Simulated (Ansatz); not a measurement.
# Mg2C (model cell, started as cuprite): following an unstable mode, part 2 of 3

Which phase does Mg2C (model cell, started as cuprite) fall into along its unstable mode, and how much energy does it gain?

Ansatz 0.2.0; DFT PBE, scalar-relativistic, plane waves, PAW.

So far, highest frequency on the path or at a solved wavevector (cm⁻¹): step 2 (phonons on a q mesh) 626. Also lowest frequency on the path (cm⁻¹): step 2 -54.6.

The structure was built from a prototype and need not be the compound's stable phase.

**5. Energy along the mode, all amplitudes (two of the runs are shown above)**

An imaginary frequency means negative curvature, so the energy should fall and then rise again as anharmonic terms take over.

Numbers from this step:

```
depth at the lowest point sampled  : 0.785 meV/atom
largest atomic shift at that point : 0.14 Å
```

The energy from the parent by largest atomic shift:

```
largest atomic shift (Å)  energy from the parent (meV/atom)
                   0.000                                  0
                   0.040                             -0.132
                   0.080                             -0.454
                   0.140                             -0.785
                   0.220                               1.23
                   0.320                               14.4
```

Displacement at unit largest shift by atom:

```
atom  x (Å)  y (Å)  z (Å)  size
  C1   1.00   0.00   0.00  1.00
  C2   1.00   0.00   0.00  1.00
 Mg3  -0.25   0.57   0.57  0.85
 Mg4  -0.25   0.57  -0.57  0.85
 Mg5  -0.25  -0.57   0.57  0.85
 Mg6  -0.25  -0.57  -0.57  0.85
```

The lowest of the steps tried is at 0.14 Å, 0.785 meV/atom below the parent; the bottom of the well need not coincide with a step.

**6. Relaxing from the distorted cell**

Starting from the lowest point found, all atoms and the cell are let go, so that strain and other modes of the same symmetry can join in.

input.yaml reads:

```yaml
crystal:
  lattice:
    - [4.8390002607, 0.0, 0.0]
    - [0.0, 4.8390002607, 0.0]
    - [0.0, 0.0, 4.8390002607]
  atoms:
    - { symbol: C, position: [0.0289315959, 0.0, 0.0] }
    - { symbol: C, position: [0.5289315959, 0.5, 0.5] }
    - { symbol: Mg, position: [0.2428513187, 0.2665675186, 0.2665675186] }
    - { symbol: Mg, position: [0.7428513187, 0.7665675186, 0.2334324814] }
    - { symbol: Mg, position: [0.7428513187, 0.2334324814, 0.7665675186] }
    - { symbol: Mg, position: [0.2428513187, 0.7334324814, 0.7334324814] }
kpoints:
  mp_grid: { grid: [6, 6, 6] }
hamiltonian:
  xc: pbe
scf:
  occupations: { method: methfessel_paxton, width: 0.15 }
output:
  forces: true
  stress: true
  eigenvalues: true
  write_density: true
  write_potential: true
  elf: true
  volumetric_format: npy
relax:
  adjacent_minimum: "off"
  f_tol: 0.002
  max_steps: 120
  cell: { stress_tol: 0.03 }
```

Started as:

```
ansatz run input.yaml --threads 8 --pin off --max-ram 14336MiB --backend cpu --events-out ev --progress --plain --runs-dir out
```

Numbers of over 12 decimals in the logs are rounded to 6 here.

The log of the run:

```text
[...]
Crystal: 6 atoms, lattice volume = 113.310 Å³
Basis set: ecut = 420 eV, 2205 PW (Γ), exchange–correlation on 72×72×72 points (8 copies of the dense FFT grid, shifted against one another)
Bands: 30, of which v1, the nominal top of the filled ones, is band 24 counted from 1 (23 counted from 0)
Symmetry: 8 space group operations
[...]
k-points: 40 of 216 (time reversal used)
[...]
SCF iter   1: F=—  HF=-8193.229479 eV  |F-HF|=—  |Δ(HF+E_count)|=         —  Δρ=3.14e-3  dr2=2.12e-2  ethr=1.77e-3  ⟨swp⟩=5.7  Hψ=5362  notcnv=0
[...]
SCF iter   5: F=-8193.226087 eV  HF=-8193.226087 eV  |F-HF|=5.90e-8  |Δ(HF+E_count)|=   2.78e-7  S|Δr|=    0.00e0  Δρ=8.15e-6  dr2=5.81e-8  ethr=2.08e-10  ⟨swp⟩=10.4  Hψ=7954  notcnv=0
SCF 1 converged in 5 iterations: F = -8193.226087 eV  dr2 = 5.81e-8
[...]
relax step   1: F+E_penalty+E_count = -8193.22608740 eV  Δ(F+E_penalty+E_count) = +0.000e0 eV  max|allowed force component| = 7.067e-3 eV/Å  Δτ_max = 0.0000 Å  P = -0.643 GPa  Ω = 113.310 Å³  (5 SCF iters, dr2 threshold 1.00e-7 eV, accepted)
Crystal: 6 atoms, lattice volume = 112.370 Å³
Basis set: ecut = 420 eV, 2155 PW (Γ), exchange–correlation on 72×72×72 points (8 copies of the dense FFT grid, shifted against one another)
[...]
SCF iter   5: F=-8193.241387 eV  HF=-8193.241387 eV  |F-HF|=6.42e-9  |Δ(HF+E_count)|=   1.35e-7  S|Δr|=    0.00e0  Δρ=9.67e-6  dr2=1.82e-7  ethr=1.25e-9  ⟨swp⟩=10.2  Hψ=8415  notcnv=0
SCF 2 converged in 5 iterations: F = -8193.241387 eV  dr2 = 1.82e-7
relax step   2: F+E_penalty+E_count = -8193.24138726 eV  Δ(F+E_penalty+E_count) = -1.530e-2 eV  max|allowed force component| = 5.572e-2 eV/Å  Δτ_max = 0.0047 Å  P = -0.230 GPa  Ω = 112.370 Å³  energy of the carried Pulay correction = +5.216e-4 eV  (5 SCF iters, dr2 threshold 6.00e-7 eV, accepted)
Crystal: 6 atoms, lattice volume = 109.917 Å³
Basis set: ecut = 420 eV, 2131 PW (Γ), exchange–correlation on 72×72×72 points (8 copies of the dense FFT grid, shifted against one another)
[...]
SCF iter   5: F=-8193.321729 eV  HF=-8193.321729 eV  |F-HF|=2.78e-8  |Δ(HF+E_count)|=   1.91e-6  S|Δr|=    0.00e0  Δρ=1.07e-5  dr2=1.28e-7  ethr=1.25e-9  ⟨swp⟩=10.5  Hψ=10070  notcnv=0
SCF 3 converged in 5 iterations: F = -8193.321729 eV  dr2 = 1.28e-7
  Residual-converged pass: ⟨swp⟩=1.0  Hψ=1360  notcnv=0  max |occ|·‖R‖ = 7.0e-9 eV (tolerance 1.0e-8 eV)  dr2=1.28e-7  dr2_onsite=2.00e-8  max |Δocc| = 4.2e-11
relax step   3: F+E_penalty+E_count = -8193.32172893 eV  Δ(F+E_penalty+E_count) = -8.034e-2 eV  max|allowed force component| = 3.395e-1 eV/Å  Δτ_max = 0.0446 Å  P = +0.234 GPa  Ω = 109.917 Å³  energy of the carried Pulay correction = +1.905e-3 eV  (5 SCF iters, dr2 threshold 6.00e-7 eV, accepted)
[... from here on, the SCF cycles and remarks between the steps are left out ...]
relax step   4: F+E_penalty+E_count = -8193.52604608 eV  Δ(F+E_penalty+E_count) = -2.043e-1 eV  max|allowed force component| = 7.609e-1 eV/Å  Δτ_max = 0.0743 Å  P = -0.138 GPa  Ω = 107.259 Å³  energy of the carried Pulay correction = +3.438e-3 eV  (6 SCF iters, dr2 threshold 6.00e-7 eV, accepted)
relax step   5: F+E_penalty+E_count = -8193.97794076 eV  Δ(F+E_penalty+E_count) = -4.519e-1 eV  max|allowed force component| = 1.157e0 eV/Å  Δτ_max = 0.1156 Å  P = -1.426 GPa  Ω = 103.971 Å³  energy of the carried Pulay correction = +5.387e-3 eV  (5 SCF iters, dr2 threshold 6.00e-7 eV, accepted)
relax step   6: F+E_penalty+E_count = -8194.72888064 eV  Δ(F+E_penalty+E_count) = -7.509e-1 eV  max|allowed force component| = 1.182e0 eV/Å  Δτ_max = 0.1667 Å  P = -3.007 GPa  Ω = 99.834 Å³  energy of the carried Pulay correction = +7.925e-3 eV  (7 SCF iters, dr2 threshold 6.00e-7 eV, accepted)
relax step   7: F+E_penalty+E_count = -8195.42097307 eV  Δ(F+E_penalty+E_count) = -6.921e-1 eV  max|allowed force component| = 1.008e0 eV/Å  Δτ_max = 0.1606 Å  P = -1.787 GPa  Ω = 94.209 Å³  energy of the carried Pulay correction = +1.154e-2 eV  (7 SCF iters, dr2 threshold 6.00e-7 eV, accepted)
relax step   8: F+E_penalty+E_count = -8195.52550229 eV  Δ(F+E_penalty+E_count) = -1.045e-1 eV  max|allowed force component| = 7.384e-1 eV/Å  Δτ_max = 0.1944 Å  P = +1.775 GPa  Ω = 89.648 Å³  energy of the carried Pulay correction = +1.462e-2 eV  (6 SCF iters, dr2 threshold 6.00e-7 eV, accepted)
relax step   9: F+E_penalty+E_count = -8195.35386009 eV  Δ(F+E_penalty+E_count) = +1.716e-1 eV  max|allowed force component| = 2.597e-1 eV/Å  Δτ_max = 0.0857 Å  P = +4.665 GPa  Ω = 87.140 Å³  energy of the carried Pulay correction = +1.637e-2 eV  (6 SCF iters, dr2 threshold 6.00e-7 eV, rejected (line search))
relax step  10: F+E_penalty+E_count = -8195.56863075 eV  Δ(F+E_penalty+E_count) = -4.313e-2 eV  max|allowed force component| = 2.092e-1 eV/Å  Δτ_max = 0.0958 Å  P = -0.988 GPa  Ω = 92.255 Å³  energy of the carried Pulay correction = +1.284e-2 eV  (10 SCF iters, accepted)
relax step  11: F+E_penalty+E_count = -8195.59297244 eV  Δ(F+E_penalty+E_count) = -2.434e-2 eV  max|allowed force component| = 5.759e-3 eV/Å  Δτ_max = 0.0248 Å  P = +0.097 GPa  Ω = 91.218 Å³  energy of the carried Pulay correction = +1.354e-2 eV  (5 SCF iters, dr2 threshold 6.00e-7 eV, accepted)
relax step  12: F+E_penalty+E_count = -8195.59332045 eV  Δ(F+E_penalty+E_count) = -3.480e-4 eV  max|allowed force component| = 1.154e-3 eV/Å  Δτ_max = 0.0014 Å  P = -0.028 GPa  Ω = 91.313 Å³  energy of the carried Pulay correction = +1.348e-2 eV  (4 SCF iters, dr2 threshold 4.84e-7 eV, accepted)
relax step  13: F+E_penalty+E_count = -8195.59334661 eV  Δ(F+E_penalty+E_count) = -2.617e-5 eV  max|allowed force component| = 6.079e-5 eV/Å  Δτ_max = 0.0002 Å  P = +0.001 GPa  Ω = 91.284 Å³  energy of the carried Pulay correction = +1.350e-2 eV  (4 SCF iters, dr2 threshold 9.94e-9 eV, accepted)
relax step  14: F+E_penalty+E_count = -8195.59403330 eV  Δ(F+E_penalty+E_count) = -6.867e-4 eV  max|allowed force component| = 3.830e-4 eV/Å  Δτ_max = 0.0000 Å  P = +0.004 GPa  Ω = 91.284 Å³  stress off target by 9.94e-2 GPa  SCF on the basis re-selected at this cell (its energy is not comparable with the rows above)  (6 SCF iters)
relax step  15: F+E_penalty+E_count = -8195.59406279 eV  Δ(F+E_penalty+E_count) = -2.950e-5 eV  max|allowed force component| = 4.992e-5 eV/Å  Δτ_max = 0.0001 Å  P = +0.002 GPa  Ω = 91.299 Å³  energy of the carried Pulay correction = -5.696e-6 eV  (4 SCF iters, dr2 threshold 2.47e-8 eV, accepted)
[...]
SCF iter   5: F=-8195.594079 eV  HF=-8195.594079 eV  |F-HF|=3.64e-12  |Δ(HF+E_count)|=  1.82e-12  S|Δr|=    0.00e0  Δρ=9.59e-8  dr2=3.26e-12  ethr=1.00e-12  ⟨swp⟩=5.2  Hψ=4838  notcnv=0
SCF 16 converged in 5 iterations: F = -8195.594079 eV  dr2 = 3.26e-12
relax step  16: F+E_penalty+E_count = -8195.59407899 eV  Δ(F+E_penalty+E_count) = -1.620e-5 eV  max|allowed force component| = 4.995e-5 eV/Å  Δτ_max = 0.0000 Å  P = +0.003 GPa  Ω = 91.299 Å³  stress off target by 4.82e-3 GPa  SCF on the basis re-selected at this cell (its energy is not comparable with the rows above)  (5 SCF iters)
[...]
SCF converged after 5 iterations
[...]
Free energy (F): -8195.594079 eV
[...]
Internal energy: -8195.594238 eV  (E = F + TS)
E sigma→0 (E₀):  -8195.594119 eV
Entropy (-TS):   0.000159 eV (0.026 meV/atom)
Fermi energy:    6.629301 eV
[...]
--- Forces (eV/Å), atoms counted from 1 ---
  atom   1  C     -0.00005035     0.00000000     0.00000000
  atom   2  C     -0.00005035     0.00000000    -0.00000000
  atom   3  Mg     0.00002458    -0.00004352    -0.00004352
  atom   4  Mg     0.00002458    -0.00004352     0.00004352
  atom   5  Mg     0.00002458     0.00004352    -0.00004352
  atom   6  Mg     0.00002458     0.00004352     0.00004352
  max |Σ_I F_I| component: 2.37e-6 eV/Å
--- Stress (GPa, compression-positive) ---
       -0.001754       0.000000       0.000000
        0.000000       0.004822       0.000000
        0.000000       0.000000       0.004822
  P = ⅓ Tr σ = 0.0026 GPa (0.026 kbar)
--- Band table (eV; the first three rows and the last of 40) ---
  k-point 0: bands = [... 20 lower, 5.9065, 5.9103, 5.9103, 6.0429, 6.2115, 6.7177, 10.1300, 13.5049, ... 2 higher]
  k-point 1: bands = [... 20 lower, 4.8894, 5.6597, 6.0913, 6.5447, 6.6781, 7.3811, 10.3428, 13.0388, ... 2 higher]
  k-point 2: bands = [... 20 lower, 4.0837, 5.1020, 6.2221, 6.5640, 7.8530, 8.6159, 10.8527, 11.9310, ... 2 higher]
  k-point 39: bands = [... 20 lower, 4.2130, 4.2130, 4.2311, 4.2311, 9.9291, 9.9291, 10.3301, 10.3301, ... 2 higher]
--- Relaxed structure (14 steps of the walk, 13 accepted, 2 SCFs on fresh bases) ---
  F+E_penalty+E_count = -8195.59407899 eV   max|allowed force component| = 4.995e-5 eV/Å   (the final SCF, on the basis selected at the relaxed cell)
  cell:  # Å, volume = 91.2992 Å³
    - [3.541203, 0, 0.0]
    - [0, 5.077596, 0]
    - [0.0, 0, 5.077596]
  atoms:
    - { symbol: C, position: [0.171546, -4.184693786886377e-19, 0] }
    - { symbol: C, position: [0.671546, 0.500000, 0.500000] }
    - { symbol: Mg, position: [0.171544, 0.307162, 0.307162] }
    - { symbol: Mg, position: [0.671544, 0.807162, 0.192838] }
    - { symbol: Mg, position: [0.671544, 0.192838, 0.807162] }
    - { symbol: Mg, position: [0.171544, 0.692838, 0.692838] }
```

It took 33 s on 8 threads of Arm Neoverse V1, shared host; peak memory 0.55 GiB; 4 min of CPU time.

Relaxation path:

```
step  energy less that of the first step (eV)  largest force component (eV/Å)  pressure (GPa)  volume (Å³)
   1                                   0.0000                          0.0071           -0.64       113.31
   2                                  -0.0153                          0.0557           -0.23       112.37
   3                                  -0.0956                          0.3395            0.23       109.92
   4                                  -0.3000                          0.7609           -0.14       107.26
   5                                  -0.7519                          1.1574           -1.43       103.97
   6                                  -1.5028                          1.1815           -3.01        99.83
   7                                  -2.1949                          1.0079           -1.79        94.21
   8                                  -2.2994                          0.7384            1.78        89.65
   9                                  -2.1278                          0.2597            4.66        87.14
  10                                  -2.3425                          0.2092           -0.99        92.25
  11                                  -2.3669                          0.0058            0.10        91.22
  12                                  -2.3672                          0.0012           -0.03        91.31
  13                                  -2.3673                          0.0001            0.00        91.28
 14*                                  -2.3679                          0.0004            0.00        91.28
  15                                  -2.3680                          0.0001            0.00        91.30
 16*                                  -2.3680                          0.0001            0.00        91.30
```

Relaxation steps marked * repeat the geometry before them on a plane-wave basis chosen anew for their cell, so energy and pressure can jump there. Relaxation step 9 was tried and not accepted.

Forces are held to the 8 operations that the run works with; a distortion that breaks them can't arise in this run.

```
     cell as run  before  after   change
           a (Å)   4.839  3.541  -26.8 %
           b (Å)   4.839  5.078   +4.9 %
           c (Å)   4.839  5.078   +4.9 %
volume (Å³/atom)   18.88  15.22  -19.4 %
```

The atoms that moved most (Å, as changes of fractional coordinates times the final cell):

```
atom      dx      dy      dz  length
  C2   0.505   0.000   0.000   0.505
  C1   0.505   0.000   0.000   0.505
 Mg6  -0.253  -0.206  -0.206   0.386
 Mg4  -0.253   0.206  -0.206   0.386
 Mg5  -0.253  -0.206   0.206   0.386
 Mg3  -0.253   0.206   0.206   0.386
```

The relaxed structure:

```xyz
6
Lattice="3.5412 0.0000 0.0000 0.0000 5.0776 0.0000 0.0000 0.0000 5.0776" Properties=species:S:1:pos:R:3 pbc="T T T"
C     0.6075    0.0000    0.0000
C     2.3781    2.5388    2.5388
Mg    0.6075    1.5596    1.5596
Mg    2.3781    4.0984    0.9792
Mg    2.3781    0.9792    4.0984
Mg    0.6075    3.5180    3.5180
```

This step gave:

```yaml
pressure: 0.002630 GPa
volume_per_atom: 15.22 Å³
```

Electrostatic potential energy in the bc plane at fractional x = 0.172, with atoms of C and Mg within 0.2 Å of it. With pseudopotentials it is smooth inside the atoms' cores, unlike the true potential.

Ten even steps from '0' (-72 eV) to '9' (10 eV), each cell a mean:
```
15999999999983
78999999988998
99999999755799
99999998501589
99999998500589
99999999755799
99999999988999
99877789999999
99741379999999
99720179999999
99842479999999
99987789999999
47999999999985
04999999999971
```
Columns run along b (5.1 Å; values clipped at the 3rd and 97th percentile), rows up along c (5.1 Å). Atoms in or near the plane, at fractional coordinates: C at (0.00, 0.00), Mg at (0.31, 0.31), Mg at (0.69, 0.69).

ELF in the bc plane at fractional x = 0.172, with atoms of C and Mg within 0.2 Å of it. It is the smooth field of the valence electrons, not physical close to the nuclei.

Ten even steps from '0' (0.04) to '9' (0.79), each cell a mean:
```
38986321236996
99864210001499
98742110133149
76421110433316
54211110333303
22111220134102
21000011000001
21012101211112
31144410211123
62142420111246
85134410112468
99411100124789
79952111246898
07986322257993
```
Columns run along b (5.1 Å), rows up along c (5.1 Å). Atoms in or near the plane, at fractional coordinates: C at (0.00, 0.00), Mg at (0.31, 0.31), Mg at (0.69, 0.69).

Valence density in the bc plane at fractional x = 0.172, with atoms of C and Mg within 0.2 Å of it. It is the smooth field of the valence electrons, not physical close to the nuclei.

Ten steps, logarithmic in the rise over the least value, from '0' (0 e/Å³) to '9' (24 e/Å³), each cell a mean:
```
43210000000134
32100000001123
11000000255211
00000000599510
00000000599500
00000000255200
00000000000000
00013200000000
00168720000000
00289830000000
11168610000001
22112100000012
33210000000123
43210000000134
```
Columns run along b (5.1 Å), rows up along c (5.1 Å). Atoms in or near the plane, at fractional coordinates: C at (0.00, 0.00), Mg at (0.31, 0.31), Mg at (0.69, 0.69).

The distorted start has space group P4_2nm; the relaxation ends in P4_2/mnm.

(Continued in part 3 of 3.)

[Logs are printed without paths, hosts, clocks, repeated set-up lines and the standing remarks that a program may print on its own settings, such as how far it seeks lower states.]

[Hosts, paths, dates, database ids (printed as entryN), source tags and the programs' standing remarks are cut or masked in the printed files.]
